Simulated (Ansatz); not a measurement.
## Debugging a many-body input for Ga2O3 (C2/m)

A first try at the G0W0 gap of Ga2O3 (C2/m), what the program said, and an input that works.

Main program and level: Ansatz 0.2.0; G0W0 on r2SCAN, plane waves, PAW.

## 1. The structure

It takes space group C2/m (No. 12, monoclinic). Conventional cell: a = 12.214 Å, b = 3.037 Å, c = 5.798 Å, α = 90.00°, β = 103.83°, γ = 90.00°. Nearest to Ga lie 4 O at 1.83 to 1.86 Å. Ga has 6 O at 1.94 to 2.07 Å nearest. Nearest to O lie 3 Ga at 1.83 to 1.94 Å. O has 4 Ga at 1.86 to 2.07 Å nearest. Nearest to O lie 3 Ga at 1.83 to 1.94 Å. Farther neighbours and most contacts between anions are not listed.

The cell and positions come from the Crystallography Open Database and are kept as given unless a step says otherwise. The default PAW set here is soft_2. Its files were made with PBE.

## 2. First try

The input, input.yaml:

```yaml
crystal:
  lattice:
    - [6.107, -1.51855, 0.0]
    - [6.107, 1.51855, 0.0]
    - [-1.3859888959, 0.0, 5.630008738]
  atoms:
    - { symbol: Ga, position: [0.0905, 0.0905, 0.7946] }
    - { symbol: Ga, position: [0.9095, 0.9095, 0.2054] }
    - { symbol: Ga, position: [0.65866, 0.65866, 0.31402] }
    - { symbol: Ga, position: [0.34134, 0.34134, 0.68598] }
    - { symbol: O, position: [0.1645, 0.1645, 0.1098] }
    - { symbol: O, position: [0.8355, 0.8355, 0.8902] }
    - { symbol: O, position: [0.1733, 0.1733, 0.5632] }
    - { symbol: O, position: [0.8267, 0.8267, 0.4368] }
    - { symbol: O, position: [0.4959, 0.4959, 0.2566] }
    - { symbol: O, position: [0.5041, 0.5041, 0.7434] }
kpoints:
  mp_grid: { grid: [4, 4, 2] }
hamiltonian:
  xc: r2scan
scf:
  occupations: { method: fixed }
gw:
  n_empty_bands: 169
  ecut_chi: 10
  qp_bands: [v3, c3]
  qp_kpoints: band_edges
  screening: { model: contour_deformation }
```

The run is started by

```
> ansatz run input.yaml --threads 3 --pin off --max-ram 92160MiB --backend cuda --events-out ev --progress --plain --runs-dir out --devices 1 --max-vram 13GiB
```

Numbers of over 12 decimals in the logs are rounded to 6 here.

Log:

```text
GPUs: using 1 of 1 available (devices: 1).
Engine: ansatz 0.2.0, x86_64-unknown-linux-gnu
Pseudopotentials: kind: paw
Pseudopotential: Ga, paw, valence charge 13, recommended cutoff 500 eV (meta_gga), Ga.paw.azcp
Pseudopotential: O, paw, valence charge 6, recommended cutoff 500 eV (meta_gga), O.paw.azcp
Functional definition: r2SCAN
  parameter k0 = 0.174
  parameter k1 = 0.065
  parameter a1 = 4.9479
  exchange = r2scan_x(k0 = k0, k1 = k1, a1 = a1)
  correlation = r2scan_c
device memory: the entry about to start is reckoned to put 3.4 GiB on a device that reports 37.3 GiB free (of which the cap on the GPU budget leaves the run 13.0 GiB)
GPU FFT provider: cuFFT
GPU libraries: cuBLAS 13.8.2, cuFFT 12.4.0, cuSOLVER 12.3.4
Crystal: 10 atoms, lattice volume = 104.423 Å³
Basis set: ecut = 500 eV, 2661 PW (Γ), exchange–correlation on 192×192×180 points (64 copies of the dense FFT grid, shifted against one another)
Bands: 54, of which v1, the nominal top of the filled ones, is band 44 counted from 1 (43 counted from 0)
Symmetry: 4 space group operations
Space group: C2/m (ITA 12), of the structure as read, at distance tolerance 4.7e-5 Å
k-points: 14 of 32
Non-local potential: Ga, projectors of the file, l = 0: 2, l = 1: 2, l = 2: 3, l = 3: 1
Non-local potential: O, projectors of the file, l = 0: 2, l = 1: 2, l = 2: 1
PAW form: soft (Blöchl's): semilocal exchange-correlation on the pseudo side does not see the compensation charge
PAW frozen core: Ga, regenerated for the run's functional (the file was generated under x = pbe(κ = 0.804, μ = 0.219515), c = pbe(β = 0.066725))
PAW frozen core: O, regenerated for the run's functional (the file was generated under x = pbe(κ = 0.804, μ = 0.219515), c = pbe(β = 0.066725))
PAW one-centre angular grid: Ga, 590 points (default); XC on 160 Gauss nodes
PAW one-centre angular grid: O, 302 points (default); XC on 160 Gauss nodes
Initial density: superposition of atomic densities (neutral atoms: chi_scale 0, normalization atom), corrected by the library's trained network
Initial wavefunctions: pseudopotential atomic-orbital guess
GPU buffer pool allocated for 103680 grid points (all kernels)
GPU transforms: local potential: pruned to the plane-wave sphere, on 45×45×45; band sums: pruned to the plane-wave sphere, on 48×48×45
Functional: x = r2scan, c = r2scan; τ floored in thin density (d = 2e-4 eV/Å³)
SCF iter   1: F=—  HF=-18577.631453 eV  |F-HF|=—  |Δ(HF+E_count)|=         —  Δρ=1.38e-2  dr2=9.04e-2  dr2_τ=4.08e-1  ethr=1.77e-3  ⟨swp⟩=4.8  Hψ=2420  notcnv=0  defer=111
preconditioner: auto → Resta (q_TF=auto, 2.652 Å⁻¹)  ε∞=4.2  [insulator: Δε(μ)=3.110 eV  Ē_g=19.008 eV  n_scr=34 (ndim 8)  ℏωp=34.1 eV  f_vac=0.014  ε∞_Penn≈4.2]
SCF iter   2: F=—  HF=-18577.800553 eV  |F-HF|=—  |Δ(HF+E_count)|=   1.69e-1  Δρ=6.82e-3  dr2=2.65e-2  dr2_τ=1.07e-3  ethr=1.03e-4  ⟨swp⟩=2.9  Hψ=1546  notcnv=0  defer=112
SCF iter   3: F=—  HF=-18577.800279 eV  |F-HF|=—  |Δ(HF+E_count)|=   2.75e-4  Δρ=3.50e-3  dr2=4.33e-3  dr2_τ=4.97e-4  ethr=3.01e-5  ⟨swp⟩=3.0  Hψ=1313  notcnv=0  defer=112
SCF iter   4: F=—  HF=-18577.799815 eV  |F-HF|=—  |Δ(HF+E_count)|=   4.64e-4  Δρ=5.21e-4  dr2=1.96e-4  dr2_τ=6.02e-5  ethr=4.92e-6  ⟨swp⟩=2.0  Hψ=1266  notcnv=0  defer=112
SCF iter   5: F=—  HF=-18577.799876 eV  |F-HF|=—  |Δ(HF+E_count)|=   6.04e-5  Δρ=1.57e-4  dr2=1.36e-5  dr2_τ=1.91e-6  ethr=2.22e-7  ⟨swp⟩=2.2  Hψ=1115  notcnv=0  defer=65
SCF iter   6: F=—  HF=-18577.799893 eV  |F-HF|=—  |Δ(HF+E_count)|=   1.73e-5  Δρ=5.56e-5  dr2=2.42e-6  dr2_τ=3.49e-7  ethr=1.54e-8  ⟨swp⟩=2.0  Hψ=1322  notcnv=0  defer=53
SCF iter   7: F=—  HF=-18577.799892 eV  |F-HF|=—  |Δ(HF+E_count)|=   7.22e-7  Δρ=1.30e-5  dr2=1.52e-7  dr2_τ=1.10e-8  ethr=2.75e-9  ⟨swp⟩=2.0  Hψ=1312  notcnv=0  defer=53
SCF iter   8: F=-18577.799892 eV  HF=-18577.799892 eV  |F-HF|=1.29e-8  |Δ(HF+E_count)|=   1.22e-7  Δρ=4.63e-6  dr2=2.20e-8  dr2_τ=1.46e-9  ethr=1.14e-10  ⟨swp⟩=10.4  Hψ=2936  notcnv=0
[...]
NSCF: frozen V_eff on 1 k-points
device memory: the entry about to start is reckoned to put 0.8 GiB on a device that reports 58.8 GiB free (of which the cap on the GPU budget leaves the run 13.0 GiB)
NSCF: frozen V_eff on 1 k-points
SCF converged after 8 iterations
Free energy (F): -18577.799892 eV
Harris-Foulkes:  -18577.799892 eV  (|F-HF|=1.29e-8)
Internal energy: -18577.799892 eV  (E = F + TS)
E sigma→0 (E₀):  -18577.799892 eV
Fermi energy:    7.766701 eV
--- Per-component energies (eV) ---
  E_band       = -151.061970
  E_kinetic    = 1525.776021
  E_local      = -9106.232928  (includes V_loc(G=0)·N_el)
  E_nonlocal   = 2029.911889
  E_hartree    = 4101.944753
  E_xc         = -684.230172
  E_vxc        = -863.561518  (∫ρ·V_xc dr)
  E_paw        = -9017.397969  (= ΣΔE_a)
  E_vpaw       = -1992.567305  (= ΣTr[D̂ρ^β])
  E_aug_tail   = 0.006028  (compensation charges beyond the density's cutoff)
  E_vtau       = 51.711090  (kinetic-family band-sum trace: ∫τ·v_τ [+ j·A + Jᵃ·Aᵃ] dr)
  E_ewald      = -7424.773589
  E_core_change = -2.803925  (= ΣΔE_core)
  E_smearing   = -0.000000  (= −TS)
  E_closure    = -0.000000  (closes the sum)
  Σ components = -18577.799892   (vs F -18577.799892, Δ=0.00e0)
--- Band table (eV; the first three rows and the last of 14) ---
  k-point 0: bands = [... 40 lower, 7.1263, 7.2989, 7.4983, 7.7495, 10.8626, 14.2353, 15.2397, 15.3842, ... 6 higher]
  k-point 1: bands = [... 40 lower, 7.1166, 7.1609, 7.3055, 7.4687, 13.2556, 13.3663, 15.3186, 15.8382, ... 6 higher]
  k-point 2: bands = [... 40 lower, 6.7307, 7.0282, 7.2413, 7.7134, 13.2210, 14.8476, 15.6088, 16.6584, ... 6 higher]
  k-point 13: bands = [... 40 lower, 7.1593, 7.1820, 7.1915, 7.7667, 13.6966, 13.8087, 14.8186, 15.1362, ... 6 higher]
--- G₀W₀: contour deformation, 6 samples at zero and on the imaginary axis and 2 off it, 32 q-points, 169 empty bands' worth ---
  eigenvalues of the whole cell's RPA ε∞ on this k-mesh (on a slab, of 1 + 4πα/V) = 3.6902, 3.9015, 3.9836; static W/v taken at q = 0 is 0.251948
  gw.qp_kpoints: band_edges: 12 of 14 stored k-points solved, in 1 pass; an edge of the gap read off the rows below is read off those points alone
    valence top: of the k-points left out ik 5 came nearest to being solved in a further pass, in band 43 (counted from 1, as in the quasiparticle table): it holds the edge there only if its correction is more favourable than any solved in that band by at least 0.584 eV; those differ by 0.208 eV
    conduction bottom: of the k-points left out ik 11 came nearest to being solved in a further pass, in band 45 (counted from 1, as in the quasiparticle table): it holds the edge there only if its correction is more favourable than any solved in that band by at least 4.594 eV; those differ by 0.283 eV
    ik  band        ε_KS         Σx   Σc(E_QP)       V_xc       Z   E_QP_lin       E_QP  E_QP is
     0    42      7.2989   -27.2635     3.7555   -21.9225  0.8515     5.6851     5.7135  root
     0    43      7.4983   -27.2604     3.5876   -22.1469  0.8538     5.9478     5.9724  root
     0    44      7.7495   -27.8654     3.7329   -22.5118  0.8542     6.1000     6.1289  root
     0    45     10.8626   -11.7297    -3.0268   -16.2160  0.8713    12.3383    12.3222  root
     0    46     14.2353   -11.2369    -3.5834   -16.5950  0.8608    16.0444    16.0099  root
     0    47     15.2397    -9.3584    -3.6006   -14.4171  0.8621    16.7198    16.6978  root
     1    42      7.1609   -27.8400     3.6321   -22.7605  0.8539     5.6915     5.7136  root
     1    43      7.3055   -28.4171     3.5381   -23.4221  0.8561     5.8266     5.8487  root
     1    44      7.4687   -27.1276     3.7734   -21.7344  0.8502     5.8184     5.8490  root
     1    45     13.2556   -12.9894    -3.2651   -17.8457  0.8640    14.8703    14.8468  root
     1    46     13.3663   -12.6417    -3.3030   -17.5021  0.8623    14.9465    14.9236  root
     1    47     15.3186   -11.8978    -3.7395   -17.5352  0.8559    17.2616    17.2165  root
     2    42      7.0282   -26.7200     3.8523   -21.2312  0.8474     5.3593     5.3919  root
     2    43      7.2413   -26.9485     3.8070   -21.5041  0.8492     5.5721     5.6039  root
[...]
13    43      7.1915   -28.3548     3.5847   -23.2849  0.8549     5.6829     5.7064  root
    13    44      7.7667   -27.2199     3.7617   -21.8443  0.8522     6.1238     6.1529  root
    13    45     13.6966   -12.7165    -3.3729   -17.7842  0.8628    15.4199    15.3912  root
    13    46     13.8087   -11.9716    -3.4632   -17.0457  0.8608    15.4459    15.4196  root
    13    47     14.8186   -12.1516    -3.6434   -17.5358  0.8571    16.5964    16.5594  root
```

Elapsed: 21 s, on 1 × NVIDIA H100 80GB HBM3 (shared by 6 runs) with 3 threads of AMD EPYC 7R13 (Zen 3), shared host; peak memory 1.5 GiB.

Q: What is the fault?

The run ended normally, though the input holds a fault or crude settings.

The fault: screening cutoff of 10 eV. Nearly all local fields and short-range correlation are left out.

It printed a gap of 6.17 eV, which is an artefact of the settings.

## 3. A better input

G0W0 replaces the xc potential by the self-energy, built once from these orbitals. Only a window of levels is corrected, while the sums run over the empty bands that the input names.

input.yaml, as its differences from that of step 2:

```diff
@@ -17,3 +17,3 @@
 kpoints:
-  mp_grid: { grid: [4, 4, 2] }
+  mp_grid: { grid: [6, 6, 4] }
 hamiltonian:
@@ -23,4 +23,4 @@
 gw:
-  n_empty_bands: 169
-  ecut_chi: 10
+  n_empty_bands: 266
+  ecut_chi: 108
   qp_bands: [v3, c3]
```

Log:

```text
GPUs: using 1 of 1 available (devices: 1).
[...]
GPU FFT provider: cuFFT
GPU libraries: cuBLAS 13.8.2, cuFFT 12.4.0, cuSOLVER 12.3.4
Crystal: 10 atoms, lattice volume = 104.423 Å³
Basis set: ecut = 500 eV, 2661 PW (Γ), exchange–correlation on 192×192×180 points (64 copies of the dense FFT grid, shifted against one another)
Bands: 54, of which v1, the nominal top of the filled ones, is band 44 counted from 1 (43 counted from 0)
Symmetry: 4 space group operations
[...]
k-points: 47 of 144
[...]
GPU buffer pool allocated for 103680 grid points (all kernels)
[...]
SCF iter   1: F=—  HF=-18577.669606 eV  |F-HF|=—  |Δ(HF+E_count)|=         —  Δρ=1.36e-2  dr2=8.51e-2  dr2_τ=4.04e-1  ethr=1.77e-3  ⟨swp⟩=4.9  Hψ=8122  notcnv=0  defer=372
[...]
0    42      7.2926   -27.2652     4.7471   -21.9255  0.7819     6.6961     6.7000  root
     0    43      7.4918   -27.3083     4.6026   -22.1515  0.7836     6.9344     6.9377  root
     0    44      7.7448   -27.7773     4.7127   -22.5099  0.7857     7.1869     7.1901  root
     0    45     10.8601   -11.8185    -3.4993   -16.2166  0.8457    11.7633    11.7588  root
     0    46     14.2332   -11.2816    -4.1087   -16.5975  0.8306    15.4528    15.4404  root
     0    47     15.2380    -9.3996    -4.0762   -14.4207  0.8394    16.1901    16.1829  root
     1    42      7.2286   -28.2939     4.4112   -23.3186  0.7887     6.6613     6.6645  root
     1    43      7.2955   -26.8200     4.7892   -21.3771  0.7823     6.6369     6.6418  root
[...]
46    44      7.7605   -27.2202     4.8079   -21.8467  0.7816     7.1914     7.1949  root
    46    45     13.6932   -12.7411    -3.8189   -17.7845  0.8295    14.9297    14.9176  root
    46    46     13.8060   -11.9909    -3.8543   -17.0455  0.8272    15.0185    15.0063  root
    46    47     14.8150   -12.1727    -4.1436   -17.5364  0.8236    16.0490    16.0350  root
[key lines of the parts left out:]
SCF converged after 8 iterations
Free energy (F): -18577.838113 eV
Fermi energy:    7.760477 eV
```

It took 2.6 min on 1 × NVIDIA H100 80GB HBM3 (shared by 6 runs) with 3 threads; peak memory 2.7 GiB.

This step gave:

```
bands summed                                 : 310
RPA ε∞ on this mesh (eigenvalues)            : 3.458, 3.569, 3.589
plane waves in the screening matrix          : 275
q-points in the mesh                         : 144
G0W0 gap on the mesh                         : 4.564 eV
k of the valence top                         : -0.5, -0.5, -0.5
k of the conduction bottom                   : 0, 0, 0
starting gap on the mesh                     : 3.100 eV
Z at the valence top                         : 0.7816
Z at the conduction bottom                   : 0.8457
least direct G0W0 gap on the computed points : 4.569 eV
```

The gap on the mesh goes from 3.10 eV to 4.56 eV, a correction of +1.46 eV. Between the two edge states, bare exchange in place of the xc potential would open the gap by 9.77 eV, and correlation takes back 8.31 eV.

## 4. Results

| Property | Result |
| --- | --- |
| first try | converged after 21 s |
| better run | G0W0 gap on the mesh 4.56 eV (6×6×4 mesh, 266 empty bands, screening to 108 eV) |

**Reading.** The second run differs in: mesh, empty bands and screening cutoff (eV). Bands and cutoff are finite, so the gap is not at the basis limit. The miss can reach some tenths of an eV and take either sign; the mesh is an error of its own. The many-body steps are scalar-relativistic: spin-orbit coupling is not in them.

[Paths, hosts, dates, memory and timing lines, banners, echoed tables and standing remarks are left out of the program output.]

[Logs are printed without paths, hosts, clocks, repeated set-up lines and the standing remarks that a program may print on its own settings, such as how far it seeks lower states.]

[Runs of the session that timed out or met a known fault of the program may be left out.]

[Cells called generated may have been cut or substituted from an entry of the Crystallography Open Database or the Materials Project.]

[Hosts, paths, dates, database ids (printed as entryN), source tags and the programs' standing remarks are cut or masked in the printed files.]
